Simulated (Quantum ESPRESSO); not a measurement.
## GaSb (F-43m): phonon deformation potentials, worked out

Aim: the phonon deformation potentials p and q of GaSb (F-43m), tested on a biaxially strained cell.

Calculated with Quantum ESPRESSO 7.5; DFT LDA, scalar-relativistic, plane waves, GBRV ultrasoft pseudopotentials.

The database entry behind the starting cell differs from later determinations by our own check (about 0.4 % long), so it need not match the best structure at ambient conditions.

### Step 1. The relaxed structure

Symmetry: F-43m, No. 216, cubic system. The conventional cell has a = 6.047 Å, b = 6.047 Å, c = 6.047 Å, α = 90.00°, β = 90.00°, γ = 90.00°. Ga has 4 Sb at 2.62 Å nearest. Nearest to Sb lie 4 Ga at 2.62 Å. Farther neighbours are not listed.

As a file:

```cif
data_structure
_symmetry_space_group_name_H-M 'F-43m'
_symmetry_Int_Tables_number 216
_cell_length_a 6.0473
_cell_length_b 6.0473
_cell_length_c 6.0473
_cell_angle_alpha 90.000
_cell_angle_beta 90.000
_cell_angle_gamma 90.000
_cell_volume 221.15
loop_
_atom_site_label
_atom_site_type_symbol
_atom_site_symmetry_multiplicity
_atom_site_Wyckoff_symbol
_atom_site_fract_x
_atom_site_fract_y
_atom_site_fract_z
_atom_site_occupancy
Ga1 Ga 4 a 0.00000 0.00000 0.00000 1
Sb1 Sb 4 d 0.25000 0.25000 0.75000 1
```

This is the cell after its relaxation at this level of theory, not the database cell from which that began.

### Step 2. Uniaxial strain

The relaxed cell is stretched along z alone. This keeps all atoms on sites fixed by symmetry and splits the threefold mode into a singlet, polarised along z, and a doublet. The macroscopic field is left out, so these are transverse modes. Cutoff 50 Ry, k mesh 8×8×8 with shifts.

From the response at ε_zz = 0.01:

The program printed:

```text
[banners, grids, parts of the stress and lines that vanish by symmetry left out]
Program PHONON v.7.5
     Reading xml data from directory:

[...]
Exchange-correlation= PZ
                           (   1   1   0   0   0   0   0)
[...]
kinetic-energy cut-off    =      50.0000  Ry
     charge density cut-off    =     400.0000  Ry
     convergence threshold     =      1.0E-18
[...]
Exchange-correlation= PZ
                           (   1   1   0   0   0   0   0)
[...]
q = (   0.0000000   0.0000000   0.0000000 )
      9 Sym.Ops. (with q -> -q+G )
     G cutoff =  668.2401  (  50973 G-vectors)     FFT grid: ( 54, 54, 54)
     G cutoff =  334.1201  (  18061 G-vectors)  smooth grid: ( 40, 40, 40)
     number of k points=   144
[...]
Mode symmetry, D_2d (-42m) point group:
[...]
Representation #   1 mode #   1
[...]
End of self-consistent calculation
     Convergence has been achieved
     Representation #   2 mode #   2
[...]
End of self-consistent calculation
     Convergence has been achieved
     Representation #   3 modes #   3   4
[...]
End of self-consistent calculation
     Convergence has been achieved
     Representation #   4 modes #   5   6
[...]
End of self-consistent calculation
     Convergence has been achieved
[...]
q = (    0.000000000   0.000000000   0.000000000 )
[...]
freq (    1) =      -0.232586 [THz] =      -7.758232 [cm-1]
     freq (    2) =      -0.232586 [THz] =      -7.758232 [cm-1]
     freq (    3) =      -0.230374 [THz] =      -7.684439 [cm-1]
     freq (    4) =       6.702014 [THz] =     223.555126 [cm-1]
     freq (    5) =       6.702014 [THz] =     223.555126 [cm-1]
     freq (    6) =       6.716448 [THz] =     224.036595 [cm-1]
[...]
Mode symmetry, D_2d (-42m) point group:
     freq (   1-   2) =         -7.8  [cm-1]   --> E    X_5  W_3   I+R
     freq (   3-   3) =         -7.7  [cm-1]   --> B_2  X_3  W_2   I+R
     freq (   4-   5) =        223.6  [cm-1]   --> E    X_5  W_3   I+R
     freq (   6-   6) =        224.0  [cm-1]   --> B_2  X_3  W_2   I+R

   JOB DONE.
```

| ε_zz | singlet (cm⁻¹) | doublet (cm⁻¹) | σ_zz (GPa) | σ_xx (GPa) |
| --- | --- | --- | --- | --- |
| -0.01 | 229.06 | 229.63 | -0.814 | -0.352 |
| -0.005 | 227.83 | 228.08 | -0.366 | -0.134 |
| 0 | 226.57 | 226.57 | 0.072 | 0.072 |
| 0.005 | 225.28 | 225.06 | 0.507 | 0.271 |
| 0.01 | 224.04 | 223.56 | 0.935 | 0.463 |

Stress is counted positive in tension.

### Step 3. The fit

To first order ω² − ω₀² = p ε_zz + q (ε_xx + ε_yy) for the mode along z, and likewise for x and y. With ε_zz alone the singlet gives p and the doublet q.

The linear terms of parabolas through ω² are p = -2.22 ω₀² and q = -2.68 ω₀², with ω₀ = 226.6 cm⁻¹. Those of the stresses are C11 = 87 GPa and C12 = 41 GPa. Under hydrostatic strain p and q imply γ = −(p + 2q)/(6 ω₀²) = 1.26.

A layer held to an in-plane strain ε and free along z takes ε_zz = −2 (C12/C11) ε = -0.931 ε. To first order the singlet then shifts by (q − p C12/C11) ε / ω₀ = -372 ε cm⁻¹. For ε = 0.004, ε_zz = -0.00372, the formulas for ω² predict 225.08 cm⁻¹ for the singlet and 225.48 cm⁻¹ for the doublet.

### Step 4. A biaxially strained cell

This run was no part of the fit.

The program printed:

```text
[banners, grids, parts of the stress and lines that vanish by symmetry left out]
[banner, memory and clock lines left out]
Program PHONON v.7.5

[...]
Exchange-correlation= PZ
                           (   1   1   0   0   0   0   0)
[...]
kinetic-energy cut-off    =      50.0000  Ry
     charge density cut-off    =     400.0000  Ry
     convergence threshold     =      1.0E-18
[...]
Exchange-correlation= PZ
                           (   1   1   0   0   0   0   0)
[...]
q = (   0.0000000   0.0000000   0.0000000 )
      9 Sym.Ops. (with q -> -q+G )
     G cutoff =  661.7863  (  50637 G-vectors)     FFT grid: ( 54, 54, 54)
     G cutoff =  330.8931  (  17941 G-vectors)  smooth grid: ( 40, 40, 40)
     number of k points=   144
[...]
Mode symmetry, D_2d (-42m) point group:
[...]
Representation #   1 mode #   1
[...]
End of self-consistent calculation
     Convergence has been achieved
     Representation #   2 mode #   2
[...]
End of self-consistent calculation
     Convergence has been achieved
     Representation #   3 modes #   3   4
[...]
End of self-consistent calculation
     Convergence has been achieved
     Representation #   4 modes #   5   6
[...]
End of self-consistent calculation
     Convergence has been achieved
[...]
q = (    0.000000000   0.000000000   0.000000000 )
[...]
freq (    1) =      -0.236448 [THz] =      -7.887058 [cm-1]
     freq (    2) =      -0.236448 [THz] =      -7.887058 [cm-1]
     freq (    3) =      -0.216805 [THz] =      -7.231834 [cm-1]
     freq (    4) =       6.748379 [THz] =     225.101687 [cm-1]
     freq (    5) =       6.758646 [THz] =     225.444166 [cm-1]
     freq (    6) =       6.758646 [THz] =     225.444166 [cm-1]
[...]
Mode symmetry, D_2d (-42m) point group:
     freq (   1-   2) =         -7.9  [cm-1]   --> E    X_5  W_3   I+R
     freq (   3-   3) =         -7.2  [cm-1]   --> B_2  X_3  W_2   I+R
     freq (   4-   4) =        225.1  [cm-1]   --> B_2  X_3  W_2   I+R
     freq (   5-   6) =        225.4  [cm-1]   --> E    X_5  W_3   I+R
```

| mode | predicted (cm⁻¹) | run (cm⁻¹) |
| --- | --- | --- |
| singlet | 225.08 | 225.10 |
| doublet | 225.48 | 225.44 |

The stress along z is 0.073 GPa and that in the plane 0.428 GPa; the unstrained cell carries 0.072 GPa.

### Step 5. Results

- p (in units of the squared frequency): -2.223
- q (same units): -2.677
- shift of the singlet per unit of biaxial strain: -372 cm⁻¹
- C11 and C12: 87 and 41 GPa

In words: To first order, one per cent of tensile biaxial strain moves the singlet of GaSb (F-43m) by -3.7 cm⁻¹ and the doublet by -2.7 cm⁻¹; the formulas miss the test run by up to 0.04 cm⁻¹. In backscattering from (001) the mode polarised along z is the one seen in diamond and zinc-blende crystals; in a polar crystal it is the LO mode, whose potentials differ somewhat from these. The third potential, r, needs shear strain and a relaxation of the atoms, which was not run. These are harmonic values at zero temperature.

[Host names and launcher messages were left out of these logs when they were recorded.]

[Logs are printed without paths, hosts, clocks, repeated set-up lines and the standing remarks that a program may print on its own settings, such as how far it seeks lower states.]

[Hosts, paths, dates, database ids (printed as entryN), source tags and the programs' standing remarks are cut or masked in the printed files.]
